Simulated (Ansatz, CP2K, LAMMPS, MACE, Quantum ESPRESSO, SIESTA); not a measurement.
# Amorphous 57ZrO2-43SiO2 (mol %) (84 atoms): relaxed, then solved by several programs

What does relaxation change in amorphous 57ZrO2-43SiO2 (mol %) (84 atoms), and how far do other programs agree with plane waves on the relaxed cell?

These are calculated values.

## (1) Set-up

The cell holds 84 atoms (16 Zr, 12 Si and 56 O), with edges of 10.55, 10.55 and 10.55 Å. Recipe: 84 atoms (16 Zr, 12 Si, 56 O) placed at random at 3.81 g/cm³, melted at 5000 K for 10 ps at fixed volume with the Morse and Coulomb pair potential with partial charges (Pedone, Malavasi, Menziani, Cormack and Segre, J. Phys. Chem. B 110, 11780 (2006)). Quenched from 5000 K to 300 K at 50 K/ps and fixed volume, held 5 ps, then minimised at fixed cell. Then the atoms were relaxed with MACE MPA-0 medium in the fixed cell. Then the atoms were relaxed with CP2K double zeta, PBE.

## (2) The relaxation

CP2K double zeta (DZVP-MOLOPT-SR, GTH, 480 Ry; k-points Γ) took 35 geometry steps and reached its thresholds. It started from the geometry that MACE MPA-0 medium had relaxed.

It took 25 min on 4 MPI ranks of AMD EPYC 9R14 (Zen 4), shared host; peak memory 3.4 GiB.

|  | before | after |
| --- | --- | --- |
| energy (meV/atom) | 0 | -5.1 |
| Zr-O bonds under 2.82 Å | 95 at 2.164 Å | 94 at 2.153 Å |
| Si-O bonds under 2.12 Å | 48 at 1.645 Å | 48 at 1.646 Å |

Atoms moved by 0.05 Å r.m.s. and 0.17 Å at most, with the common shift taken off.

## (3) Structure of the relaxed cell

Density 3.81 g/cm³, 13.97 Å³ an atom.

g(r), total and by pair (bins of 0.2 Å):

| r (Å) | total | O-O | O-Zr | O-Si | Zr-Zr | Zr-Si | Si-Si |
| --- | --- | --- | --- | --- | --- | --- | --- |
| 1.50 | 0.05 | 0.00 | 0.00 | 0.28 | 0.00 | 0.00 | 0.00 |
| 1.70 | 2.29 | 0.00 | 0.00 | 12.00 | 0.00 | 0.00 | 0.00 |
| 1.90 | 0.55 | 0.00 | 2.18 | 0.00 | 0.00 | 0.00 | 0.00 |
| 2.10 | 1.50 | 0.00 | 5.93 | 0.00 | 0.00 | 0.00 | 0.00 |
| 2.30 | 0.50 | 0.05 | 1.90 | 0.00 | 0.00 | 0.00 | 0.00 |
| 2.50 | 0.46 | 0.74 | 0.53 | 0.00 | 0.00 | 0.00 | 0.00 |
| 2.70 | 1.52 | 3.31 | 0.21 | 0.00 | 0.00 | 0.00 | 0.00 |
| 2.90 | 1.13 | 2.20 | 0.25 | 0.24 | 0.00 | 0.28 | 1.54 |
| 3.10 | 0.79 | 1.29 | 0.05 | 0.35 | 0.72 | 1.01 | 2.66 |
| 3.30 | 0.87 | 0.91 | 0.19 | 0.51 | 3.31 | 3.29 | 1.23 |
| 3.50 | 1.01 | 0.93 | 0.72 | 0.96 | 0.88 | 3.58 | 0.00 |
| 3.70 | 0.86 | 0.46 | 0.79 | 1.56 | 2.08 | 1.44 | 0.00 |
| 3.90 | 0.93 | 0.64 | 1.02 | 1.56 | 1.88 | 0.33 | 0.00 |
| 4.10 | 1.19 | 0.94 | 1.29 | 1.82 | 1.09 | 0.58 | 1.12 |
| 4.30 | 1.11 | 0.76 | 1.41 | 1.62 | 0.99 | 0.40 | 2.44 |
| 4.50 | 1.11 | 0.81 | 1.65 | 1.21 | 0.36 | 1.31 | 0.97 |
| 4.70 | 0.86 | 0.74 | 1.30 | 0.54 | 0.49 | 0.89 | 1.75 |
| 4.90 | 1.02 | 1.14 | 1.29 | 0.58 | 0.46 | 0.81 | 0.55 |
| 5.10 | 1.17 | 1.36 | 1.15 | 0.87 | 0.57 | 0.94 | 1.73 |

Bonds by pair of elements; cutoffs follow the first minimum of g(r), held within bounds set by covalent radii, and pairs that aren't listed don't count as bonded:

| pair A-B | cutoff (Å) | bonds | mean length (Å) | spread (Å) | shortest (Å) | B about A | A about B |
| --- | --- | --- | --- | --- | --- | --- | --- |
| O-Zr | 2.82 | 94 | 2.15 | 0.172 | 1.87 | 1.68 | 5.88 |
| O-Si | 2.12 | 48 | 1.65 | 0.031 | 1.59 | 0.857 | 4 |

How many atoms have how many bonded neighbours:

| element | mean | 2 | 3 | 4 | 5 | 6 | 7 |
| --- | --- | --- | --- | --- | --- | --- | --- |
| O | 2.54 | 27 | 28 | 1 | 0 | 0 | 0 |
| Si | 4 | 0 | 0 | 12 | 0 | 0 | 0 |
| Zr | 5.88 | 0 | 0 | 0 | 4 | 10 | 2 |

Bond angles, per cent of each kind in bins of 5°:

| angle (°) | O-Zr-O | O-Si-O | Zr-O-Zr | Si-O-Zr |
| --- | --- | --- | --- | --- |
| 60–65 | 2.2 | 0.0 | 0.0 | 0.0 |
| 65–70 | 2.6 | 0.0 | 0.0 | 0.0 |
| 70–75 | 8.2 | 0.0 | 0.0 | 0.0 |
| 75–80 | 11.2 | 0.0 | 0.0 | 1.9 |
| 80–85 | 7.8 | 0.0 | 1.8 | 0.0 |
| 85–90 | 9.9 | 1.4 | 3.5 | 0.0 |
| 90–95 | 8.2 | 1.4 | 7.0 | 1.9 |
| 95–100 | 9.9 | 4.2 | 12.3 | 3.9 |
| 100–105 | 6.9 | 13.9 | 21.1 | 5.8 |
| 105–110 | 3.9 | 31.9 | 10.5 | 3.9 |
| 110–115 | 3.5 | 29.2 | 1.8 | 3.9 |
| 115–120 | 1.7 | 13.9 | 3.5 | 7.7 |
| 120–125 | 1.7 | 4.2 | 5.3 | 5.8 |
| 125–130 | 1.7 | 0.0 | 8.8 | 11.5 |
| 130–135 | 0.4 | 0.0 | 5.3 | 19.2 |
| 135–140 | 2.2 | 0.0 | 3.5 | 13.5 |
| 140–145 | 2.2 | 0.0 | 1.8 | 3.9 |
| 145–150 | 3.0 | 0.0 | 5.3 | 3.9 |
| 150–155 | 3.9 | 0.0 | 3.5 | 3.9 |
| 155–160 | 2.2 | 0.0 | 3.5 | 3.9 |
| 160–165 | 3.0 | 0.0 | 1.8 | 3.9 |
| 165–170 | 2.2 | 0.0 | 0.0 | 1.9 |
| 170–175 | 1.7 | 0.0 | 0.0 | 0.0 |

Bond angles (no mean is given where the spread exceeds 20°):

| angle | count | mean (°) | spread (°) |
| --- | --- | --- | --- |
| O-Zr-O | 232 | - | - |
| O-Si-O | 72 | 109 | 6.2 |
| Zr-O-Zr | 57 | - | - |
| Si-O-Zr | 52 | 129 | 18.5 |
| Si-O-Si | 8 | 143 | 17 |

Oxygen atoms by the number of network formers (Si, P, Ge, B, Al, As, Ga) bound to them:

| network formers bound to O | O atoms | per cent |
| --- | --- | --- |
| 0 | 16 | 28.6 |
| 1 | 32 | 57.1 |
| 2 | 8 | 14.3 |

Network units: each former by its oxygen neighbours and how many of them bridge to another former:

| former | O neighbours | bridging O | atoms |
| --- | --- | --- | --- |
| Si | 4 | 0 | 2 |
| Si | 4 | 1 | 6 |
| Si | 4 | 2 | 3 |
| Si | 4 | 4 | 1 |

Bond length by coordination (bonds to H left out):

| element | coordination | atoms | mean bond length (Å) |
| --- | --- | --- | --- |
| O | 2 | 27 | 1.81 |
| O | 3 | 28 | 2.08 |
| O | 4 | 1 | 2.18 |
| Zr | 5 | 4 | 2.08 |
| Zr | 6 | 10 | 2.16 |
| Zr | 7 | 2 | 2.23 |

Among the first-shell peaks of g(r) are those at about 2.7 Å (O-O), 2.1 Å (O-Zr), 1.6 Å (O-Si), 3.3 Å (Zr-Zr), 3.4 Å (Zr-Si) and 3.2 Å (Si-Si). By these cutoffs 50 % of O atoms have 3, all Si atoms have 4 and 62 % of Zr atoms have 6 bonded neighbours. 14 % of the oxygens bridge two of the listed formers and 57 % bind one (bonds to Zr aren't counted there); 29 % join none. The commonest Si unit has 4 oxygens, 1 of them shared with other formers (6 of 12 atoms).

## (4) The plane-wave reference

Quantum ESPRESSO 7.5: Kohn-Sham DFT, PBE, SSSP efficiency 1.3.0 pseudopotentials, plane waves. Its input for the relaxed cell:

```
&control
  calculation = 'scf'
  pseudo_dir = './pseudo'
  outdir = './tmp'
  disk_io = 'none'
  tprnfor = .true.
  tstress = .true.
/
&system
  ibrav = 0
  nat = 84
  ntyp = 3
  ecutwfc = 60
  ecutrho = 480
  nosym = .true.
  occupations = 'smearing'
  smearing = 'fd'
  degauss = 0.003675
/
&electrons
  conv_thr = 4.2e-07
  electron_maxstep = 100
  mixing_beta = 0.4
  mixing_mode = 'plain'
  diagonalization = 'david'
/
ATOMIC_SPECIES
Zr 91.224 Zr.upf
Si 28.085 Si.upf
O 15.999 O.upf
CELL_PARAMETERS angstrom
10.54860 0.00000 0.00000
0.00000 10.54860 0.00000
0.00000 0.00000 10.54860
ATOMIC_POSITIONS crystal
Zr 0.46476 0.80524 0.01343
Zr 0.94169 0.25893 0.28731
Zr 0.83304 0.57811 0.73307
[... 79 atom lines left out ...]
O 0.09620 0.89629 0.11944
O 0.70940 0.76157 0.34718
K_POINTS gamma
```

Wall time 2.4 min (4 MPI ranks of AMD EPYC 9R14 (Zen 4), shared host); peak memory 3.7 GiB.

## (5) All levels at this geometry

CPU times are from a shared host and are rough.

```
                level                    basis or training data  k-points  own r.m.s. force (meV/Å)  difference from the reference (meV/Å)  pressure (GPa)  Kohn-Sham gap (eV)  CPU time  memory (GiB)
              QE, PBE   plane waves, SSSP efficiency, 60/480 Ry         Γ                        83                                      -           -1.44                3.31   9.7 min           3.7
CP2K triple zeta, PBE                    TZV2P-UZH, GTH, 600 Ry         Γ                       136                                    132           -0.97                3.37    13 min           7.5
      SIESTA DZP, PBE  DZP orbitals, shift 0.01 Ry, mesh 400 Ry         Γ                       214                                    199            0.94                3.04     4 min           2.0
    MACE MPA-0 medium        trained on PBE(+U) plane-wave data         -                       207                                    201            1.03                   -       7 s           1.0
```

The gap is the spacing of the highest filled and lowest empty Kohn-Sham level on the mesh; a dash marks partly filled levels, a spacing under 0.15 eV or a method without such levels.

## (6) What came out

Relaxation in the fixed cell lowers the energy by 5 meV/atom at its own level and moves atoms by up to 0.17 Å. By the cutoffs of the final cell 0 bonds formed and 1 was lost, leaving 142. The reference finds an r.m.s. force of 83 meV/Å there and a pressure of -1.44 GPa, at a geometry that CP2K double zeta made.

Forces differ from the reference's by 132 meV/Å (CP2K triple zeta, PBE), 199 meV/Å (SIESTA DZP, PBE) and 201 meV/Å (MACE MPA-0 medium). CP2K double zeta is at its own minimum here, so the reference's force is itself a measure of how the two differ. Pressures lie +2.5 GPa (MACE MPA-0 medium), +0.5 GPa (CP2K triple zeta, PBE) and +2.4 GPa (SIESTA DZP, PBE) from the reference's. The highest filled and lowest empty levels lie 3.31 eV apart in the reference, against 3.37 eV in CP2K triple zeta, PBE and 3.04 eV in SIESTA DZP, PBE. By these cutoffs 50 % of O atoms have 3, all Si atoms have 4 and 62 % of Zr atoms have 6 bonded neighbours. 14 % of the oxygens bridge two of the listed formers and 57 % bind one (bonds to Zr aren't counted there); 29 % join none.

**Limits.** The density was set by the recipe and held. One sample of a disordered cell; defect or tail levels can set the gap. Gaps are read on the mesh, which holds the band edges only if they fold onto it, and semilocal functionals tend to put them under measured ones. The quench rate of 50 K/ps is many orders above laboratory rates, so the cell is likely richer in defects and strain than a real sample. The reference samples only Γ, in a cell whose shortest periodic width is 11 Å. The plane-wave runs aren't exact: their cutoffs and mesh weren't converged further here. SIESTA's automatically made basis is far from complete, and its potentials were converted by us (checked for H, C, O, Si, Ge and Ca alone). Where levels are smeared, the DFT runs use Fermi–Dirac occupations at 580 K (0.05 eV), and energies are free energies.

[Long decimals in the printed logs are rounded to 6 places.]

[Logs are printed without paths, hosts, clocks, repeated set-up lines and the standing remarks that a program may print on its own settings, such as how far it seeks lower states.]

[Hosts, paths, dates, database ids (printed as entryN), source tags and the programs' standing remarks are cut or masked in the printed files.]
